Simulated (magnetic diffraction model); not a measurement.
# Ho₂PbSe₅: what an assumed order does to the neutron pattern

Space group Pbam (no. 55), a = 8.2160 Å, b = 11.5970 Å, c = 4.1560 Å.

| site | atom | x | y | z |
| --- | --- | --- | --- | --- |
| 2a | Pb | 0 | 0 | 0 |
| 4h | Ho | 0.9227 | 0.6690 | 1/2 |
| 4g | Se | 0.3513 | 0.2999 | 0 |
| 2c | Se | 0 | 1/2 | 0 |
| 4h | Se | 0.8084 | 0.9288 | 1/2 |

This is a made-up structure (elements placed in a structure type, unrelaxed), so the numbers test the method and describe no known phase.

Only Ho is taken to order (form factors of Ho3+); orders and moment sizes are assumed, and not adapted to the symmetry. Radiation: neutrons of λ = 2.36 Å, 5° to 65°; isotropic B of 0.32 Å² (Pb), 0.28 Å² (Ho) and 0.38 Å² (Se). The intensities are simulated: I ∝ L Σ (|F_N|² + |F_M⊥|²) for unpolarised neutrons, with F_M = 2.695 fm/μB × Σ f(s) S exp(2πi Q·r) exp(−B s²) at Q = H ± k (one set where k and −k are equivalent), only the part normal to Q counting and L = 1/(sin²θ cos θ). For collinear order S is the moment m, which repeats by lattice and centring translations R with the sign exp(−2πi k·R). Form factors are spin-only for 3d ions and dipole or tabulated for f ions, scattering lengths are Sears's of 1992, and absorption is left out. A label names one of the reflections at its angle. The strongest nuclear line in the range is 100, and lines under 0.2 are left out.

Assume the order k = (0 0 1/2), collinear moments along [101], 9.4 μB on Ho; signs + at (0.9227, 0.6690, 1/2), − at (0.0773, 0.3310, 1/2), + at (0.4227, 0.8310, 1/2), − at (0.5773, 0.1690, 1/2).

Predict the pattern, nuclear and magnetic parts apart.

```
2θ (°)       index  nuclear  magnetic
 20.12   (0 1 1/2)      0.0     453.1
 20.27     (1 1 0)      1.9       0.0
 23.48     (0 2 0)      3.8       0.0
 26.14   (1 1 1/2)      0.0      24.8
 28.85     (1 2 0)      0.7       0.0
 33.32   (1 2 1/2)      0.0     205.3
 33.39     (2 0 0)      5.2       0.0
 35.48     (2 1 0)      0.3       0.0
 37.38  (2 0 -1/2)      0.0      41.4
 39.03     (1 1 1)      5.9       0.0
 39.29   (2 1 1/2)      0.0      31.6
 39.35   (0 3 1/2)      0.0       0.3
 39.43     (1 3 0)      6.7       0.0
 40.89     (0 2 1)      0.6       0.0
 41.22     (2 2 0)      5.8       0.0
 42.94   (1 3 1/2)      0.0      52.0
 44.38     (1 2 1)     20.3       0.0
 44.61   (2 2 1/2)      0.0      25.2
 47.64     (2 0 1)     13.2       0.0
 48.03     (0 4 0)      3.7       0.0
 49.23     (2 1 1)     98.4       0.0
 49.56     (2 3 0)     18.2       0.0
 51.14     (1 4 0)     54.6       0.0
 51.94   (0 1 3/2)      0.0      57.6
 52.33     (1 3 1)     44.3       0.0
 52.55     (3 1 0)     13.3       0.0
 53.78     (2 2 1)    100.0       0.0
 54.05   (1 4 1/2)      0.0      96.7
 54.88   (1 1 3/2)      0.0       6.4
 55.41   (3 1 1/2)      0.0      11.3
 56.91     (3 2 0)     20.4       0.0
 59.13   (1 2 3/2)      0.0      62.5
 59.51     (0 4 1)     41.6       0.0
 59.63   (3 2 1/2)      0.0       0.5
 59.76     (2 4 0)      7.9       0.0
 61.82   (2 0 3/2)      0.0      26.7
 62.21     (1 4 1)      5.8       0.0
 62.40   (2 4 1/2)      0.0      12.8
 63.16   (2 1 3/2)      0.0      18.6
 63.46     (3 1 1)      7.7       0.0
 63.75     (3 3 0)      5.1       0.0
 63.77   (0 5 1/2)      0.0      40.5
```

The strongest magnetic line in the range is (0 1 1/2) at 20.12° (453.1). On top of the Lorentz factor, which all lines share, magnetic lines fade with angle because f falls: for Ho3+ it is 0.96, 0.85, 0.71 and 0.44 at sin θ/λ = 0.1, 0.2, 0.3 and 0.5 Å⁻¹, while nuclear lengths stay constant. The order has no net moment.

[Logs are printed without paths, hosts, clocks, repeated set-up lines and the standing remarks that a program may print on its own settings, such as how far it seeks lower states.]
